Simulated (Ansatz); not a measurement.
**A convergence test on ZrSe3 (P2_1/m): k mesh of the density**

How far can the k mesh of the density be lowered for the gap of ZrSe3 (P2_1/m)?

Calculated with Ansatz 0.2.0; DFT, r2SCAN, plane waves, PAW.

**1. Set-up**

The structure is monoclinic, space group P2_1/m (No. 11). Conventional cell: a = 5.411 Å, b = 3.749 Å, c = 9.444 Å, α = 90.00°, β = 97.48°, γ = 90.00°. Nearest to Zr lie 8 Se at 2.72 to 2.87 Å. Nearest to Se lie 4 Zr at 2.72 to 2.87 Å. Nearest to Se lie 1 Se at 2.34 Å and 2 Zr at 2.73 Å. Se has 1 Se at 2.34 Å and 2 Zr at 2.74 Å nearest. Farther neighbours, and contacts between anions beyond the nearest, are not listed.

The cell and positions come from the Crystallography Open Database and are kept as given unless a step says otherwise. The default PAW set here is soft_2. Its files were made with PBE.

**2. k mesh of the density: 2×2×2**

input.yaml

```yaml
crystal:
  lattice:
    - [5.4109, 0.0, 0.0]
    - [0.0, 3.7488, 0.0]
    - [-1.2294209091, 0.0, 9.3636349901]
  atoms:
    - { symbol: Zr, position: [0.285, 0.25, 0.656] }
    - { symbol: Zr, position: [0.715, 0.75, 0.344] }
    - { symbol: Se, position: [0.762, 0.25, 0.554] }
    - { symbol: Se, position: [0.238, 0.75, 0.446] }
    - { symbol: Se, position: [0.456, 0.25, 0.174] }
    - { symbol: Se, position: [0.544, 0.75, 0.826] }
    - { symbol: Se, position: [0.888, 0.25, 0.169] }
    - { symbol: Se, position: [0.112, 0.75, 0.831] }
kpoints:
  mp_grid: { grid: [2, 2, 2] }
  band_path:
    path:
      - [0.0, 0.0, 0.0]
      - [0.0, 0.5, 0.0]
      - [0.0, 0.5, 0.5]
      - [0.0, 0.0, 0.5]
      - [-0.5, 0.0, 0.5]
      - [-0.5, 0.5, 0.5]
      - [-0.5, 0.5, 0.0]
      - [-0.5, 0.0, 0.0]
      - [-0.1, 0.0, 0.0]
    npoints: 1
hamiltonian:
  xc: r2scan
scf:
  occupations: { method: fixed }
  n_extra_bands: 6
output:
  eigenvalues: true
  forces: true
  stress: true
```

Started as:

```sh
$ ansatz run input.yaml --threads 3 --pin off --max-ram 92160MiB --backend cuda --events-out ev --progress --plain --runs-dir out --devices 1 --max-vram 13GiB
```

The log of the run:

```text
scf.n_extra_bands = 6 over 60 filled bands (N_el = 120.0): the run solves 66 bands
GPUs: using 1 of 1 available (devices: 1).
Engine: ansatz 0.2.0, x86_64-unknown-linux-gnu
Pseudopotentials: kind: paw
Pseudopotential: Zr, paw, valence charge 12, recommended cutoff 500 eV (meta_gga), Zr.paw.azcp
Pseudopotential: Se, paw, valence charge 16, recommended cutoff 500 eV (meta_gga), Se.paw.azcp
Functional definition: r2SCAN
  parameter k0 = 0.174
  parameter k1 = 0.065
  parameter a1 = 4.9479
  exchange = r2scan_x(k0 = k0, k1 = k1, a1 = a1)
  correlation = r2scan_c
device memory: the entry about to start is reckoned to put 4.4 GiB on a device that reports 45.1 GiB free (of which the cap on the GPU budget leaves the run 13.0 GiB)
GPU FFT provider: cuFFT
GPU libraries: cuBLAS 13.8.2, cuFFT 12.4.0, cuSOLVER 12.3.4
Crystal: 8 atoms, lattice volume = 189.936 Å³
Basis set: ecut = 500 eV, 4769 PW (Γ), exchange–correlation on 160×120×288 points (64 copies of the dense FFT grid, shifted against one another)
Bands: 66, of which v1, the nominal top of the filled ones, is band 60 counted from 1 (59 counted from 0)
Symmetry: 4 space group operations
Space group: P21/m (ITA 11), of the structure as read, at distance tolerance 5.7e-5 Å
k-points: 8
Non-local potential: Zr, projectors of the file, l = 0: 3, l = 1: 2, l = 2: 2, l = 3: 2
Non-local potential: Se, projectors of the file, l = 0: 2, l = 1: 2, l = 2: 3, l = 3: 1
PAW form: soft (Blöchl's): semilocal exchange-correlation on the pseudo side does not see the compensation charge
PAW frozen core: Zr, regenerated for the run's functional (the file was generated under x = pbe(κ = 0.804, μ = 0.219515), c = pbe(β = 0.066725))
PAW frozen core: Se, regenerated for the run's functional (the file was generated under x = pbe(κ = 0.804, μ = 0.219515), c = pbe(β = 0.066725))
PAW one-centre angular grid: Zr, 590 points (default); XC on 160 Gauss nodes
PAW one-centre angular grid: Se, 590 points (default); XC on 160 Gauss nodes
Initial density: superposition of atomic densities (neutral atoms: chi_scale 0, normalization atom), corrected by the library's trained network
Initial wavefunctions: pseudopotential atomic-orbital guess
GPU buffer pool allocated for 86400 grid points (all kernels)
GPU transforms: local potential: pruned to the plane-wave sphere, on 40×27×72; band sums: pruned to the plane-wave sphere, on 40×30×72
Functional: x = r2scan, c = r2scan; τ floored in thin density (d = 2e-4 eV/Å³)
SCF iter   1: F=—  HF=-41267.328091 eV  |F-HF|=—  |Δ(HF+E_count)|=         —  Δρ=1.22e-2  dr2=4.71e-1  dr2_τ=5.98e-2  ethr=1.77e-3  ⟨swp⟩=4.2  Hψ=1588  notcnv=0  defer=23
preconditioner: auto → Resta (q_TF=auto, 2.527 Å⁻¹)  ε∞=5.7  [insulator: Δε(μ)=0.717 eV  Ē_g=8.213 eV  n_scr=52 (ndim 8)  ℏωp=17.9 eV  f_vac=0.062  ε∞_Penn≈5.7]
SCF iter   2: F=—  HF=-41267.413510 eV  |F-HF|=—  |Δ(HF+E_count)|=   8.54e-2  Δρ=5.86e-3  dr2=6.53e-2  dr2_τ=8.06e-3  ethr=3.92e-4  ⟨swp⟩=2.4  Hψ=851  notcnv=0  defer=32
SCF iter   3: F=—  HF=-41267.421864 eV  |F-HF|=—  |Δ(HF+E_count)|=   8.35e-3  Δρ=2.52e-3  dr2=1.07e-2  dr2_τ=3.13e-4  ethr=5.44e-5  ⟨swp⟩=2.0  Hψ=965  notcnv=0  defer=32
SCF iter   4: F=—  HF=-41267.425493 eV  |F-HF|=—  |Δ(HF+E_count)|=   3.63e-3  Δρ=6.22e-4  dr2=7.55e-4  dr2_τ=5.46e-5  ethr=8.95e-6  ⟨swp⟩=2.0  Hψ=706  notcnv=0  defer=32
SCF iter   5: F=—  HF=-41267.425753 eV  |F-HF|=—  |Δ(HF+E_count)|=   2.60e-4  Δρ=1.88e-4  dr2=8.86e-5  dr2_τ=2.12e-6  ethr=6.29e-7  ⟨swp⟩=2.0  Hψ=992  notcnv=0  defer=32
SCF iter   6: F=—  HF=-41267.425983 eV  |F-HF|=—  |Δ(HF+E_count)|=   2.30e-4  Δρ=6.05e-5  dr2=8.42e-6  dr2_τ=2.17e-7  ethr=7.39e-8  ⟨swp⟩=2.0  Hψ=988  notcnv=0  defer=14
SCF iter   7: F=—  HF=-41267.425988 eV  |F-HF|=—  |Δ(HF+E_count)|=   4.94e-6  Δρ=2.13e-5  dr2=1.86e-6  dr2_τ=6.50e-8  ethr=7.01e-9  ⟨swp⟩=2.0  Hψ=978  notcnv=0  defer=14
SCF iter   8: F=—  HF=-41267.425987 eV  |F-HF|=—  |Δ(HF+E_count)|=   4.15e-7  Δρ=8.91e-6  dr2=2.04e-7  dr2_τ=7.53e-9  ethr=1.55e-9  ⟨swp⟩=2.0  Hψ=978  notcnv=0  defer=14
SCF iter   9: F=-41267.425987 eV  HF=-41267.425987 eV  |F-HF|=6.10e-9  |Δ(HF+E_count)|=   1.15e-7  Δρ=2.33e-6  dr2=1.55e-8  dr2_τ=4.46e-10  ethr=8.33e-11  ⟨swp⟩=9.8  Hψ=2130  notcnv=0
SCF 1 converged in 9 iterations: F = -41267.425987 eV  dr2 = 1.55e-8
[...]
device memory: the entry about to start is reckoned to put 2.3 GiB on a device that reports 46.2 GiB free (of which the cap on the GPU budget leaves the run 13.0 GiB)
NSCF: frozen V_eff on 9 k-points
SCF converged after 9 iterations
Free energy (F): -41267.425987 eV
Harris-Foulkes:  -41267.425987 eV  (|F-HF|=6.10e-9)
Internal energy: -41267.425987 eV  (E = F + TS)
E sigma→0 (E₀):  -41267.425987 eV
Fermi energy:    9.336910 eV
--- Per-component energies (eV) ---
  E_band       = -2544.990065
  E_kinetic    = 1385.215652
  E_local      = -16421.547417  (includes V_loc(G=0)·N_el)
  E_nonlocal   = -3416.345905
  E_hartree    = 7916.224918
  E_xc         = -906.622872
  E_vxc        = -1062.981215  (∫ρ·V_xc dr)
  E_paw        = -17490.020384  (= ΣΔE_a)
  E_vpaw       = 1082.688088  (= ΣTr[D̂ρ^β])
  E_aug_tail   = -0.001235  (compensation charges beyond the density's cutoff)
  E_vtau       = 55.529152  (kinetic-family band-sum trace: ∫τ·v_τ [+ j·A + Jᵃ·Aᵃ] dr)
  E_ewald      = -12323.410640
  E_core_change = -10.918105  (= ΣΔE_core)
  E_smearing   = -0.000000  (= −TS)
  E_closure    = -0.000000  (closes the sum)
  Σ components = -41267.425987   (vs F -41267.425987, Δ=0.00e0)
--- Forces (eV/Å), atoms counted from 1 ---
  atom   1  Zr     0.00213901    -0.00000000     0.60583857
  atom   2  Zr    -0.00213901     0.00000000    -0.60583857
  atom   3  Se     0.02874886    -0.00000000     0.20215862
  atom   4  Se    -0.02874886     0.00000000    -0.20215862
  atom   5  Se     0.58141547    -0.00000000     0.25567311
  atom   6  Se    -0.58141547     0.00000000    -0.25567311
  atom   7  Se    -0.56441273    -0.00000000     0.22207842
  atom   8  Se     0.56441273     0.00000000    -0.22207842
  max |Σ_I F_I| component: 1.11e-16 eV/Å
--- Stress (GPa, compression-positive) ---
        4.374587       0.000000      -0.043449
        0.000000       6.795792      -0.000000
       -0.043449      -0.000000       0.741522
  P = ⅓ Tr σ = 3.9706 GPa (39.706 kbar)
--- Band table (eV; the first three rows and the last of 8) ---
  k-point 0: bands = [... 56 lower, 8.7077, 8.7995, 9.2786, 9.3369, 10.4368, 10.8047, 12.3506, 12.6196, ... 2 higher]
  k-point 1: bands = [... 56 lower, 8.7012, 8.7868, 9.2423, 9.2491, 10.3056, 10.9712, 12.3520, 12.6038, ... 2 higher]
  k-point 2: bands = [... 56 lower, 7.6517, 7.6517, 8.2356, 8.2356, 12.1676, 12.1676, 12.6253, 12.6253, ... 2 higher]
  k-point 7: bands = [... 56 lower, 7.6753, 7.6753, 7.9758, 7.9758, 10.3039, 10.3039, 12.2342, 12.2342, ... 2 higher]
```

It took 7.9 s on 1 × NVIDIA H100 80GB HBM3 (shared by 6 runs) with 3 threads of AMD EPYC 7R13 (Zen 3), shared host; peak memory 1.2 GiB.

In the SCF lines HF is the Harris–Foulkes energy and dr2 the Hartree energy of the density residual, in eV; the loop may stop once dr2 is under the threshold and the program's other checks hold. Hψ counts applications of the Hamiltonian.

Read from the output:

```
pressure             : 3.971 GPa
gap                  : 0.6594 eV
valence top at       : k = (-0.100, 0.000, 0.000)
conduction bottom at : Y_2
least direct gap     : 0.9489 eV
```

The gap is indirect, with the least direct gap 0.29 eV higher.

**3. k mesh of the density: 2×4×2**

Edit input.yaml of step 2 so:

```diff
@@ -15,3 +15,3 @@
 kpoints:
-  mp_grid: { grid: [2, 2, 2] }
+  mp_grid: { grid: [2, 4, 2] }
   band_path:
```

The log of the run:

```text
[...]
GPUs: using 1 of 1 available (devices: 1).
[...]
GPU FFT provider: cuFFT
GPU libraries: cuBLAS 13.8.2, cuFFT 12.4.0, cuSOLVER 12.3.4
Crystal: 8 atoms, lattice volume = 189.936 Å³
Basis set: ecut = 500 eV, 4769 PW (Γ), exchange–correlation on 160×120×288 points (64 copies of the dense FFT grid, shifted against one another)
[...]
k-point 0: bands = [... 56 lower, 8.6861, 8.7960, 9.2475, 9.3049, 10.4051, 10.7869, 12.3425, 12.6156, ... 2 higher]
  k-point 1: bands = [... 56 lower, 8.6970, 8.7834, 9.2111, 9.2171, 10.2686, 10.9575, 12.3438, 12.6016, ... 2 higher]
  k-point 2: bands = [... 56 lower, 8.0461, 8.1736, 8.3593, 8.4544, 11.5336, 11.7536, 12.4617, 12.5466, ... 2 higher]
  k-point 11: bands = [... 56 lower, 7.6458, 7.6458, 7.9426, 7.9426, 10.2855, 10.2855, 12.2457, 12.2457, ... 2 higher]
[key lines of the parts left out:]
SCF converged after 8 iterations
Free energy (F): -41268.209702 eV
Fermi energy:    9.304861 eV
P = ⅓ Tr σ = 2.9688 GPa (29.688 kbar)
```

The job ended after 11 s (1 × NVIDIA H100 80GB HBM3 (shared by 6 runs) with 3 threads; peak memory 1.2 GiB; 10 s of CPU time).

This step gave:

```yaml
pressure: 2.969 GPa
gap: 0.6665 eV
valence_top_at: k = (-0.100, 0.000, 0.000)
conduction_bottom_at: Y_2
least_direct_gap: 0.9413 eV
```

The gap is 0.667 eV, +0.007 eV from the run before at this level.

**4. k mesh of the density: 4×6×4 (the default)**

input.yaml, the sections that differ from step 3:

```yaml
kpoints:
  mp_grid: { grid: [4, 6, 4] }
  band_path:
    path:
      - [0.0, 0.0, 0.0]
      - [0.0, 0.5, 0.0]
      - [0.0, 0.5, 0.5]
      - [0.0, 0.0, 0.5]
      - [0.0, 0.0, 0.0]
      - [-0.5, 0.0, 0.5]
      - [-0.5, 0.5, 0.5]
      - [0.0, 0.5, 0.0]
      - [-0.5, 0.5, 0.0]
      - [-0.5, 0.0, 0.0]
      - [0.0, 0.0, 0.0]
    npoints: 10
scf:
  occupations: { method: fermi_dirac, width: 0.02 }
  n_extra_bands: 6
output:
  eigenvalues: true
  forces: true
  stress: true
  write_density: true
  write_potential: true
  elf: true
  volumetric_format: npy
# crystal, hamiltonian: as in step 3
```

The log of the run:

```text
[...]
GPUs: using 1 of 1 available (devices: 1).
[...]
GPU FFT provider: cuFFT
GPU libraries: cuBLAS 13.8.2, cuFFT 12.4.0, cuSOLVER 12.3.4
Crystal: 8 atoms, lattice volume = 189.936 Å³
Basis set: ecut = 500 eV, 4769 PW (Γ), exchange–correlation on 160×120×288 points (64 copies of the dense FFT grid, shifted against one another)
[...]
k-point 0: bands = [... 56 lower, 8.6659, 8.7709, 9.2455, 9.3131, 10.4017, 10.7870, 12.3408, 12.6091, ... 2 higher]
  k-point 1: bands = [... 56 lower, 8.6678, 8.7651, 9.2284, 9.2674, 10.3092, 10.8963, 12.3484, 12.5879, ... 2 higher]
  k-point 2: bands = [... 56 lower, 8.6737, 8.7584, 9.2162, 9.2209, 10.2665, 10.9562, 12.3422, 12.5951, ... 2 higher]
  k-point 39: bands = [... 56 lower, 7.6450, 7.6450, 7.9290, 7.9290, 10.2480, 10.2480, 12.2484, 12.2484, ... 2 higher]
[key lines of the parts left out:]
SCF converged after 8 iterations
Free energy (F): -41268.628827 eV
Fermi energy:    9.629217 eV
P = ⅓ Tr σ = 2.3753 GPa (23.753 kbar)
```

Wall time 22 s (1 × NVIDIA H100 80GB HBM3 (shared by 6 runs) with 3 threads); peak memory 1.5 GiB; 39 s of CPU time.

Numbers from this step:

* pressure: 2.375 GPa
* gap: 0.6335 eV
* valence top at: k = (-0.100, 0.000, 0.000)
* conduction bottom at: Y_2
* least direct gap: 0.9285 eV

The gap is 0.633 eV, −0.033 eV from the run before at this level.

**5. k mesh of the density: 6×10×4**

input.yaml, the sections that differ from step 4:

```yaml
kpoints:
  mp_grid: { grid: [6, 10, 4] }
  band_path:
    path:
      - [0.0, 0.0, 0.0]
      - [0.0, 0.5, 0.0]
      - [0.0, 0.5, 0.5]
      - [0.0, 0.0, 0.5]
      - [-0.5, 0.0, 0.5]
      - [-0.5, 0.5, 0.5]
      - [-0.5, 0.5, 0.0]
      - [-0.5, 0.0, 0.0]
      - [-0.1, 0.0, 0.0]
    npoints: 1
scf:
  occupations: { method: fixed }
  n_extra_bands: 6
output:
  eigenvalues: true
  forces: true
  stress: true
# crystal, hamiltonian: as in step 4
```

The log of the run:

```text
[...]
GPUs: using 1 of 1 available (devices: 1).
[...]
GPU FFT provider: cuFFT
GPU libraries: cuBLAS 13.8.2, cuFFT 12.4.0, cuSOLVER 12.3.4
Crystal: 8 atoms, lattice volume = 189.936 Å³
Basis set: ecut = 500 eV, 4769 PW (Γ), exchange–correlation on 160×120×288 points (64 copies of the dense FFT grid, shifted against one another)
[...]
k-point 0: bands = [... 56 lower, 8.6656, 8.7695, 9.2452, 9.3123, 10.4019, 10.7876, 12.3418, 12.6097, ... 2 higher]
  k-point 1: bands = [... 56 lower, 8.6665, 8.7637, 9.2281, 9.2666, 10.3095, 10.8969, 12.3494, 12.5886, ... 2 higher]
  k-point 2: bands = [... 56 lower, 8.6724, 8.7569, 9.2159, 9.2202, 10.2668, 10.9568, 12.3432, 12.5957, ... 2 higher]
  k-point 83: bands = [... 56 lower, 7.6446, 7.6446, 7.9277, 7.9277, 10.2441, 10.2441, 12.2499, 12.2499, ... 2 higher]
[key lines of the parts left out:]
SCF converged after 8 iterations
Free energy (F): -41268.647888 eV
Fermi energy:    9.312252 eV
P = ⅓ Tr σ = 2.3287 GPa (23.287 kbar)
```

Elapsed: 25 s, on 1 × NVIDIA H100 80GB HBM3 (shared by 6 runs) with 3 threads; peak memory 1.3 GiB; 43 s of CPU time.

Read from the output:

- pressure: 2.329 GPa
- gap: 0.6317 eV
- valence top at: k = (-0.100, 0.000, 0.000)
- conduction bottom at: Y_2
- least direct gap: 0.9276 eV

The gap is 0.632 eV, −0.002 eV from the run before at this level.

**6. The series**

Differences are against the last row; a negative gap means that bands overlap, and a run with a band path holds that path's time. Times are wall times on 1 × NVIDIA H100 80GB HBM3 (shared by 6 runs) with 3 threads of AMD EPYC 7R13 (Zen 3), shared host, good to a factor of about two.

| k mesh of the density | gap (eV) | direct gap (eV) | gap error (eV) | energy error (meV/atom) | irreducible k | time |
| --- | --- | --- | --- | --- | --- | --- |
| 2×2×2 | 0.659 | 0.949 | +0.028 | +152.7 | 8 | 7.9 s |
| 2×4×2 | 0.667 | 0.941 | +0.035 | +54.8 | 12 | 11 s |
| 4×6×4 | 0.633 | 0.929 | +0.002 | +2.4 | 40 | 22 s |
| 6×10×4 | 0.632 | 0.928 | +0.000 | +0.0 | 84 | 25 s |

**7. Outcome**

| Item | Value |
| --- | --- |
| 2×2×2 | 0.659 eV |
| 2×4×2 | 0.667 eV |
| 4×6×4 | 0.633 eV |
| 6×10×4 | 0.632 eV |

**Reading.** The gap holds to 0.02 eV from 4×6×4 on. At 2×2×2 the gap is off by +0.028 eV and the energy by +153 meV/atom. The gap is read over the mesh and added points near the edges, so meshes differ mainly through the density and, for a hybrid, the exchange operator.

[Long decimals in the printed logs are rounded to 6 places.]

[Logs are printed without paths, hosts, clocks, repeated set-up lines and the standing remarks that a program may print on its own settings, such as how far it seeks lower states.]

[Paths, hosts, dates, memory and timing lines, banners, echoed tables and standing remarks are left out of the program output; an Ansatz launch command may be rebuilt from the run's recorded settings. Measured values are a selection of at most five: reports struck by readers or far from the other reports are left out. None is set beside runs whose start may be inverted or whose files or cutoffs have a known fault.]

[Runs of the session that timed out or met a known fault of the program may be left out.]

[Cells called generated may have been cut or substituted from an entry of the Crystallography Open Database or the Materials Project.]

[Hosts, paths, dates, database ids (printed as entryN), source tags and the programs' standing remarks are cut or masked in the printed files.]

[Where the starting crystal was built by hand or by swapping elements, it need not be the compound's stable phase.]
